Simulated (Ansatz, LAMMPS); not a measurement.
# P in place of Si at several sites of glassy CaAl2Si2O8 (91 atoms)

Aim: make P in place of Si at several sites of glassy CaAl2Si2O8 (91 atoms), relax each, and compare their energies.

Calculated with Ansatz 0.2.0; Kohn-Sham DFT, PBE, PAW (set soft_2), plane waves.

### Step 1. The system as given

The cell holds 91 atoms: 14 Al, 7 Ca, 56 O and 14 Si. Cell: a = 10.609 Å, b = 10.609 Å, c = 10.609 Å, α = 90.0°, β = 90.0°, γ = 90.0°. 91 atoms (14 Al, 7 Ca, 56 O, 14 Si) placed at random at 2.71 g/cm³, melted at 4500 K for 20 ps at fixed volume with the Morse and Coulomb pair potential with partial charges (Pedone, Malavasi, Menziani, Cormack and Segre, J. Phys. Chem. B 110, 11780 (2006)). Quenched from 4500 K to 300 K at 10 K/ps and fixed volume, held 5 ps.

Limits known from the start: The quench rate of 10 K/ps far exceeds what a furnace or splat quench reaches, so expect more defects and frozen-in strain than in a real sample. The network of bonds at the start is that of the classical potential that made the cell, and needn't be the one that DFT or experiment would give. The Brillouin zone is sampled at Γ only, in a cell whose shortest periodic width is 11 Å.

### Step 2. Single point at the start

The forces at the start show how far the geometry lies from a minimum of this functional.

input.yaml reads:

```yaml
crystal:
  lattice:
    - [10.6093, 0.0, 0.0]
    - [0.0, 10.6093, 0.0]
    - [0.0, 0.0, 10.6093]
  atoms:
    - { symbol: Al, position: [0.8551, 0.97511, 0.86452] }
    - { symbol: Al, position: [0.92946, 0.76534, 0.35913] }
    - { symbol: Al, position: [0.06229, 0.21441, 0.78602] }
    - { symbol: Al, position: [0.86052, 0.28995, 0.1355] }
    - { symbol: Al, position: [0.12728, 0.32407, 0.06604] }
    - { symbol: Al, position: [0.29843, 0.02504, 0.85049] }
    - { symbol: Al, position: [0.81215, 0.48107, 0.38252] }
    - { symbol: Al, position: [0.49354, 0.72802, 0.19837] }
    - { symbol: Al, position: [0.84468, 0.27991, 0.85457] }
    - { symbol: Al, position: [0.20973, 0.57549, 0.655] }
    - { symbol: Al, position: [0.89423, 0.71102, 0.83523] }
    - { symbol: Al, position: [0.92739, 0.46964, 0.64989] }
    - { symbol: Al, position: [0.56442, 0.92302, 0.88849] }
    - { symbol: Al, position: [0.19971, 0.15588, 0.49315] }
    - { symbol: Ca, position: [0.62465, 0.10257, 0.65682] }
    - { symbol: Ca, position: [0.86973, 0.57042, 0.08413] }
    - { symbol: Ca, position: [0.40579, 0.85879, 0.60575] }
    - { symbol: Ca, position: [0.70614, 0.78749, 0.64253] }
    - { symbol: Ca, position: [0.30018, 0.49412, 0.22372] }
    - { symbol: Ca, position: [0.08258, 0.92635, 0.64838] }
    - { symbol: Ca, position: [0.35246, 0.9963, 0.25555] }
    - { symbol: O, position: [0.29763, 0.31246, 0.11072] }
    - { symbol: O, position: [0.16829, 0.08581, 0.77124] }
    - { symbol: O, position: [0.07326, 0.51827, 0.56548] }
    - { symbol: O, position: [0.59436, 0.82046, 0.28399] }
    - { symbol: O, position: [0.2596, 0.01134, 0.5401] }
    - { symbol: O, position: [0.85978, 0.60758, 0.68851] }
    - { symbol: O, position: [0.18162, 0.62995, 0.38434] }
    - { symbol: O, position: [0.8243, 0.14362, 0.59324] }
    - { symbol: O, position: [0.93108, 0.75536, 0.1975] }
    - { symbol: O, position: [0.93639, 0.59318, 0.38345] }
    - { symbol: O, position: [0.54731, 0.76165, 0.85351] }
    - { symbol: O, position: [0.56311, 0.64608, 0.06151] }
    - { symbol: O, position: [0.26357, 0.86559, 0.89221] }
    - { symbol: O, position: [0.31677, 0.26651, 0.51825] }
    - { symbol: O, position: [0.132, 0.85867, 0.09359] }
    - { symbol: O, position: [0.97694, 0.99394, 0.21076] }
    - { symbol: O, position: [0.12803, 0.29674, 0.91067] }
    - { symbol: O, position: [0.94372, 0.34015, 0.73951] }
    - { symbol: O, position: [0.25646, 0.64562, 0.01867] }
    - { symbol: O, position: [0.79614, 0.8408, 0.41371] }
    - { symbol: O, position: [0.10742, 0.40003, 0.34425] }
    - { symbol: O, position: [0.10181, 0.48424, 0.06748] }
    - { symbol: O, position: [0.70415, 0.9609, 0.80023] }
    - { symbol: O, position: [0.52973, 0.68079, 0.55092] }
    - { symbol: O, position: [0.45704, 0.00632, 0.79061] }
    - { symbol: O, position: [0.38486, 0.82647, 0.10995] }
    - { symbol: O, position: [0.47184, 0.28179, 0.94855] }
    - { symbol: O, position: [0.6101, 0.97901, 0.03579] }
    - { symbol: O, position: [0.91552, 0.85062, 0.76469] }
    - { symbol: O, position: [0.926, 0.17891, 0.37291] }
    - { symbol: O, position: [0.32488, 0.48422, 0.6243] }
    - { symbol: O, position: [0.6686, 0.03162, 0.28374] }
    - { symbol: O, position: [0.59707, 0.94269, 0.50811] }
    - { symbol: O, position: [0.57142, 0.49646, 0.86236] }
    - { symbol: O, position: [0.86135, 0.37428, 0.50588] }
    - { symbol: O, position: [0.48303, 0.31226, 0.70569] }
    - { symbol: O, position: [0.21202, 0.73044, 0.59377] }
    - { symbol: O, position: [0.75274, 0.17075, 0.10772] }
    - { symbol: O, position: [0.31777, 0.09266, 0.99651] }
    - { symbol: O, position: [0.89728, 0.90475, 0.00203] }
    - { symbol: O, position: [0.68813, 0.2744, 0.81654] }
    - { symbol: O, position: [0.06133, 0.83709, 0.42591] }
    - { symbol: O, position: [0.14909, 0.56381, 0.80424] }
    - { symbol: O, position: [0.31625, 0.82627, 0.37957] }
    - { symbol: O, position: [0.50408, 0.43211, 0.48297] }
    - { symbol: O, position: [0.49554, 0.14923, 0.15178] }
    - { symbol: O, position: [0.4619, 0.60624, 0.31964] }
    - { symbol: O, position: [0.82938, 0.40986, 0.24038] }
    - { symbol: O, position: [0.75872, 0.65475, 0.90738] }
    - { symbol: O, position: [0.05576, 0.19627, 0.56386] }
    - { symbol: O, position: [0.01105, 0.66853, 0.94747] }
    - { symbol: O, position: [0.91407, 0.13137, 0.8583] }
    - { symbol: O, position: [0.15415, 0.12265, 0.33103] }
    - { symbol: O, position: [0.68849, 0.56641, 0.40766] }
    - { symbol: O, position: [0.8685, 0.37087, 0.98871] }
    - { symbol: O, position: [0.0246, 0.22501, 0.1427] }
    - { symbol: Si, position: [0.02234, 0.13034, 0.26642] }
    [... 7 atom lines left out ...]
    - { symbol: Si, position: [0.26272, 0.80156, 0.0254] }
    - { symbol: Si, position: [0.91492, 0.21659, 0.51854] }
    - { symbol: Si, position: [0.20261, 0.772, 0.44604] }
    - { symbol: Si, position: [0.40918, 0.36403, 0.57853] }
    - { symbol: Si, position: [0.55419, 0.34606, 0.83907] }
    - { symbol: Si, position: [0.54539, 0.5776, 0.44217] }
kpoints:
  mp_grid: { grid: [1, 1, 1] }
hamiltonian:
  xc: pbe
scf:
  occupations: { method: fixed }
output:
  forces: true
```

Command:

```sh
ansatz run input.yaml --threads 4 --pin off --max-ram 8192MiB --backend cpu --events-out ev --progress --plain --runs-dir out
```

The program printed:

```text
Engine: ansatz 0.2.0, aarch64-unknown-linux-gnu
Pseudopotentials: kind: paw
Pseudopotential: Al, paw, valence charge 3, recommended cutoff 420 eV (normal), Al.paw.azcp
Pseudopotential: Ca, paw, valence charge 10, recommended cutoff 420 eV (normal), Ca.paw.azcp
Pseudopotential: O, paw, valence charge 6, recommended cutoff 420 eV (normal), O.paw.azcp
Pseudopotential: Si, paw, valence charge 4, recommended cutoff 420 eV (normal), Si.paw.azcp
[... 5 lines on functional and potentials left out ...]
Crystal: 91 atoms, lattice volume = 1194.154 Å³
Basis set: ecut = 420 eV, 23439 PW (Γ), exchange–correlation on 144×144×144 points (8 copies of the dense FFT grid, shifted against one another)
Bands: 343, of which v1, the nominal top of the filled ones, is band 252 counted from 1 (251 counted from 0)
Symmetry: 1 space group operations
Space group: P1 (ITA 1), of the structure as read, at distance tolerance 1.1e-4 Å
k-points: 1
[... 9 lines on functional and potentials left out ...]
Initial density: superposition of atomic densities (neutral atoms: chi_scale 0, normalization atom), corrected by the library's trained network
Initial wavefunctions: pseudopotential atomic-orbital guess
Functional: x = pbe(κ = 0.804, μ = 0.219515), c = pbe(β = 0.066725)
SCF iter   1: F=—  HF=-61034.871514 eV  |F-HF|=—  |Δ(HF+E_count)|=         —  Δρ=2.08e-3  dr2=6.64e-2  ethr=1.77e-3  ⟨swp⟩=9.0  Hψ=1354  notcnv=0  defer=87
preconditioner: auto → Resta (q_TF=auto, 2.363 Å⁻¹)  ε∞=3.1  [insulator: Δε(μ)=3.331 eV  Ē_g=16.300 eV  n_scr=250 (ndim 8)  ℏωp=23.8 eV  f_vac=0.114  ε∞_Penn≈3.1]
SCF iter   2: F=—  HF=-61034.873572 eV  |F-HF|=—  |Δ(HF+E_count)|=   2.06e-3  Δρ=1.09e-3  dr2=1.49e-2  ethr=1.32e-5  ⟨swp⟩=4.0  Hψ=526  notcnv=0  defer=89
SCF iter   3: F=—  HF=-61034.876793 eV  |F-HF|=—  |Δ(HF+E_count)|=   3.22e-3  Δρ=4.86e-4  dr2=4.20e-3  ethr=2.96e-6  ⟨swp⟩=4.0  Hψ=437  notcnv=0  defer=74
automatic band count: iteration 3 solves 328 bands in place of 343: the levels show a gap, and the empty bands left out lie too high to hold charge; the band table lists the bands solved (type scf.n_extra_bands for more)
SCF iter   4: F=—  HF=-61034.877056 eV  |F-HF|=—  |Δ(HF+E_count)|=   2.64e-4  Δρ=1.66e-4  dr2=3.67e-4  ethr=8.34e-7  ⟨swp⟩=3.0  Hψ=434  notcnv=0  defer=74
SCF iter   5: F=—  HF=-61034.877097 eV  |F-HF|=—  |Δ(HF+E_count)|=   4.09e-5  Δρ=1.05e-4  dr2=1.18e-4  ethr=7.28e-8  ⟨swp⟩=3.0  Hψ=432  notcnv=0  defer=74
SCF iter   6: F=—  HF=-61034.877092 eV  |F-HF|=—  |Δ(HF+E_count)|=   5.58e-6  Δρ=2.49e-5  dr2=7.16e-6  ethr=2.35e-8  ⟨swp⟩=3.0  Hψ=441  notcnv=0  defer=74
SCF iter   7: F=—  HF=-61034.878787 eV  |F-HF|=—  |Δ(HF+E_count)|=   1.70e-3  Δρ=1.63e-5  dr2=2.50e-6  ethr=1.42e-9  ⟨swp⟩=3.0  Hψ=573  notcnv=0  defer=74
SCF iter   8: F=—  HF=-61034.878788 eV  |F-HF|=—  |Δ(HF+E_count)|=   4.88e-7  Δρ=4.80e-6  dr2=2.35e-7  ethr=4.96e-10  ⟨swp⟩=2.0  Hψ=431  notcnv=0  defer=74
SCF iter   9: F=-61034.878788 eV  HF=-61034.878788 eV  |F-HF|=2.43e-8  |Δ(HF+E_count)|=   2.11e-7  Δρ=2.37e-6  dr2=5.60e-8  ethr=1.98e-11  ⟨swp⟩=4.0  Hψ=1009  notcnv=0
SCF 1 converged in 9 iterations: F = -61034.878788 eV  dr2 = 5.60e-8
  greatest PAW one-centre occupation: 0.995 electrons in one spin orbital (limit 2), on the Ca atom at site 14 (counted from 0), in its partial waves of l = 0
SCF converged after 9 iterations
Free energy (F): -61034.878788 eV
Harris-Foulkes:  -61034.878788 eV  (|F-HF|=2.43e-8)
Internal energy: -61034.878788 eV  (E = F + TS)
E sigma→0 (E₀):  -61034.878788 eV
Fermi energy:    4.848365 eV
--- Per-component energies (eV) ---
  E_band       = -2388.424120
  E_kinetic    = 12951.584342
  E_local      = -33297.939108  (includes V_loc(G=0)·N_el)
  E_nonlocal   = 3623.028132
  E_hartree    = 12276.660259
  E_xc         = -6489.753667
  E_vxc        = -7619.497241  (∫ρ·V_xc dr)
  E_paw        = -28637.476469  (= ΣΔE_a)
  E_vpaw       = -2599.061551  (= ΣTr[D̂ρ^β])
  E_aug_tail   = 0.142454  (compensation charges beyond the density's cutoff)
  E_ewald      = -21461.124732
  E_smearing   = -0.000000  (= −TS)
  E_closure    = -0.000000  (closes the sum)
  Σ components = -61034.878788   (vs F -61034.878788, Δ=0.00e0)
--- Forces (eV/Å), atoms counted from 1 ---
  atom   1  Al     0.17194121     0.53120535    -0.20930526
  atom   2  Al    -0.30714784    -0.15628247     0.56288175
  atom   3  Al     0.77560609    -0.66893095     0.65980471
  atom   4  Al    -1.04552043     0.36870389    -0.93456136
  atom   5  Al     1.51088835    -0.49841718    -1.47398879
  atom   6  Al    -0.04726862    -0.01051645    -0.07365771
  atom   7  Al     1.40851473    -2.45068814    -0.13207591
  atom   8  Al     1.35728947    -0.60268117    -0.31454161
  atom   9  Al    -1.15032781     0.54491980     1.50239441
  atom  10  Al    -2.39718604     0.92860885     0.66585570
  atom  11  Al     0.58213703    -2.96346130    -0.32930318
  atom  12  Al     0.29558464     0.45624416    -2.02691831
  atom  13  Al     0.76257451     0.33577845     0.10372628
  atom  14  Al     0.71437215    -0.54136974    -0.32389689
[...]
atom  90  Si     0.55743599     0.00665887    -0.74202538
  atom  91  Si    -0.98521265    -0.05839781     1.81201434
  max |Σ_I F_I| component: 1.33e-4 eV/Å
```

Wall time 11 s (4 threads of Arm Neoverse V1, shared host); peak memory 1.3 GiB.

In the SCF lines HF is the Harris–Foulkes energy and dr2 the Hartree energy of the density residual, in eV; the loop may stop once dr2 is under the threshold and the program's other checks hold. Hψ counts applications of the Hamiltonian.

The r.m.s. force at the start is 1.2 eV/Å.

### Step 3. Relaxation

The atoms are relaxed in the fixed cell, aiming at the force tolerance of the input.

input.yaml reads:

```yaml
crystal:
  lattice:
    - [10.6093, 0.0, 0.0]
    - [0.0, 10.6093, 0.0]
    - [0.0, 0.0, 10.6093]
  atoms:
    [... the 91 atom lines of step 2 ...]
kpoints:
  mp_grid: { grid: [1, 1, 1] }
hamiltonian:
  xc: pbe
scf:
  occupations: { method: fixed }
output:
  forces: true
relax:
  f_tol: 0.05
  max_steps: 120
```

The program printed:

```text
[...]
Crystal: 91 atoms, lattice volume = 1194.154 Å³
Basis set: ecut = 420 eV, 23439 PW (Γ), exchange–correlation on 144×144×144 points (8 copies of the dense FFT grid, shifted against one another)
Bands: 343, of which v1, the nominal top of the filled ones, is band 252 counted from 1 (251 counted from 0)
Symmetry: 1 space group operations
[...]
k-points: 1
[...]
SCF iter   1: F=—  HF=-61034.871529 eV  |F-HF|=—  |Δ(HF+E_count)|=         —  Δρ=2.08e-3  dr2=6.64e-2  ethr=1.77e-3  ⟨swp⟩=9.0  Hψ=1354  notcnv=0  defer=87
[...]
SCF iter   6: F=-61034.878786 eV  HF=-61034.878783 eV  |F-HF|=2.70e-6  |Δ(HF+E_count)|=   6.83e-6  Δρ=2.49e-5  dr2=7.15e-6  ethr=1.24e-8  ⟨swp⟩=2.0  Hψ=1024  notcnv=0
SCF 1 converged in 6 iterations: F = -61034.878786 eV  dr2 = 7.15e-6
[...]
relax step   1: F+E_penalty+E_count = -61034.87878563 eV  Δ(F+E_penalty+E_count) = +0.000e0 eV  max|allowed force component| = 4.699e0 eV/Å  Δτ_max = 0.0000 Å  (6 SCF iters, dr2 threshold 6.25e-5 eV, accepted)
[... from here on, the SCF cycles and remarks between the steps are left out ...]
relax step   2: F+E_penalty+E_count = -61038.55705293 eV  Δ(F+E_penalty+E_count) = -3.678e0 eV  max|allowed force component| = 2.210e0 eV/Å  Δτ_max = 0.1950 Å  (7 SCF iters, dr2 threshold 1.00e-4 eV, accepted)
relax step   3: F+E_penalty+E_count = -61040.59700630 eV  Δ(F+E_penalty+E_count) = -2.040e0 eV  max|allowed force component| = 8.899e-1 eV/Å  Δτ_max = 0.2000 Å  (7 SCF iters, dr2 threshold 1.00e-4 eV, accepted)
relax step   4: F+E_penalty+E_count = -61041.00992040 eV  Δ(F+E_penalty+E_count) = -4.129e-1 eV  max|allowed force component| = 4.130e-1 eV/Å  Δτ_max = 0.2000 Å  (7 SCF iters, dr2 threshold 1.00e-4 eV, accepted)
relax step   5: F+E_penalty+E_count = -61041.09750017 eV  Δ(F+E_penalty+E_count) = -8.758e-2 eV  max|allowed force component| = 2.345e-1 eV/Å  Δτ_max = 0.2000 Å  (7 SCF iters, dr2 threshold 2.77e-5 eV, accepted)
relax step   6: F+E_penalty+E_count = -61041.12443354 eV  Δ(F+E_penalty+E_count) = -2.693e-2 eV  max|allowed force component| = 1.042e-1 eV/Å  Δτ_max = 0.0764 Å  (6 SCF iters, dr2 threshold 1.18e-5 eV, accepted)
relax step   7: F+E_penalty+E_count = -61041.10910421 eV  Δ(F+E_penalty+E_count) = +1.533e-2 eV  max|allowed force component| = 1.440e-1 eV/Å  Δτ_max = 0.2000 Å  (10 SCF iters, rejected (line search))
relax step   8: F+E_penalty+E_count = -61041.14568583 eV  Δ(F+E_penalty+E_count) = -2.125e-2 eV  max|allowed force component| = 7.771e-2 eV/Å  Δτ_max = 0.0976 Å  (9 SCF iters, accepted)
relax step   9: F+E_penalty+E_count = -61041.14717471 eV  Δ(F+E_penalty+E_count) = -1.489e-3 eV  max|allowed force component| = 1.070e-1 eV/Å  Δτ_max = 0.0489 Å  (9 SCF iters, accepted)
relax step  10: F+E_penalty+E_count = -61041.15387298 eV  Δ(F+E_penalty+E_count) = -6.698e-3 eV  max|allowed force component| = 6.919e-2 eV/Å  Δτ_max = 0.0677 Å  (6 SCF iters, dr2 threshold 6.37e-6 eV, accepted)
relax step  11: F+E_penalty+E_count = -61041.15392639 eV  Δ(F+E_penalty+E_count) = -5.341e-5 eV  max|allowed force component| = 6.124e-2 eV/Å  Δτ_max = 0.0565 Å  (8 SCF iters, accepted)
relax step  12: F+E_penalty+E_count = -61041.15624697 eV  Δ(F+E_penalty+E_count) = -2.321e-3 eV  max|allowed force component| = 2.408e-2 eV/Å  Δτ_max = 0.0325 Å  (7 SCF iters, accepted)
SCF converged after 7 iterations
Free energy (F): -61041.156247 eV
[...]
Internal energy: -61041.156247 eV  (E = F + TS)
E sigma→0 (E₀):  -61041.156247 eV
Fermi energy:    4.866839 eV
[...]
--- Forces (eV/Å), atoms counted from 1 ---
  atom   1  Al     0.01604889     0.00241639    -0.01108764
  atom   2  Al    -0.00656175    -0.00314557    -0.00865902
  atom   3  Al    -0.00079133    -0.00977835    -0.00933848
  atom   4  Al     0.00416009     0.00120880     0.00736518
  atom   5  Al     0.00002188     0.00791528     0.00073266
  atom   6  Al    -0.00964464     0.00245587    -0.00201023
  atom   7  Al     0.00459887    -0.00345942    -0.00822849
  atom   8  Al    -0.00594907     0.00588929    -0.00265866
  atom   9  Al     0.01043447    -0.00461381    -0.00375764
  atom  10  Al    -0.00728830    -0.00501518     0.00804829
  atom  11  Al     0.01671407     0.01921077     0.00752123
  atom  12  Al     0.00594615    -0.00099039     0.00480520
  atom  13  Al    -0.00559890     0.00712789     0.00048186
  atom  14  Al    -0.00680866    -0.00936387    -0.00127754
[...]
atom  90  Si    -0.00415679     0.00046913     0.00635592
  atom  91  Si     0.00473968    -0.00610107    -0.01031865
  max |Σ_I F_I| component: 1.39e-4 eV/Å
--- Relaxed structure (12 steps of the walk, 11 accepted, 0 SCFs on fresh bases) ---
  F+E_penalty+E_count = -61041.15624697 eV   max|allowed force component| = 2.408e-2 eV/Å
  atoms:
    - { symbol: Al, position: [0.859299, 0.976384, 0.855639] }
    - { symbol: Al, position: [0.928508, 0.767310, 0.359166] }
    - { symbol: Al, position: [0.064502, 0.198495, 0.779451] }
    - { symbol: Al, position: [0.846880, 0.293904, 0.132320] }
[...]
- { symbol: Si, position: [0.539380, 0.575428, 0.437661] }
```

Elapsed: 1.8 min, on 4 threads; peak memory 1.3 GiB; 7 min of CPU time.

The relaxation converged after 12 steps, 6.28 eV below its start, with a largest force component of 0.024 eV/Å.

[end of part 1 of 4]

[Long decimals in the printed logs are rounded to 6 places.]

[Logs are printed without paths, hosts, clocks, repeated set-up lines and the standing remarks that a program may print on its own settings, such as how far it seeks lower states.]

[Hosts, paths, dates, database ids (printed as entryN), source tags and the programs' standing remarks are cut or masked in the printed files.]
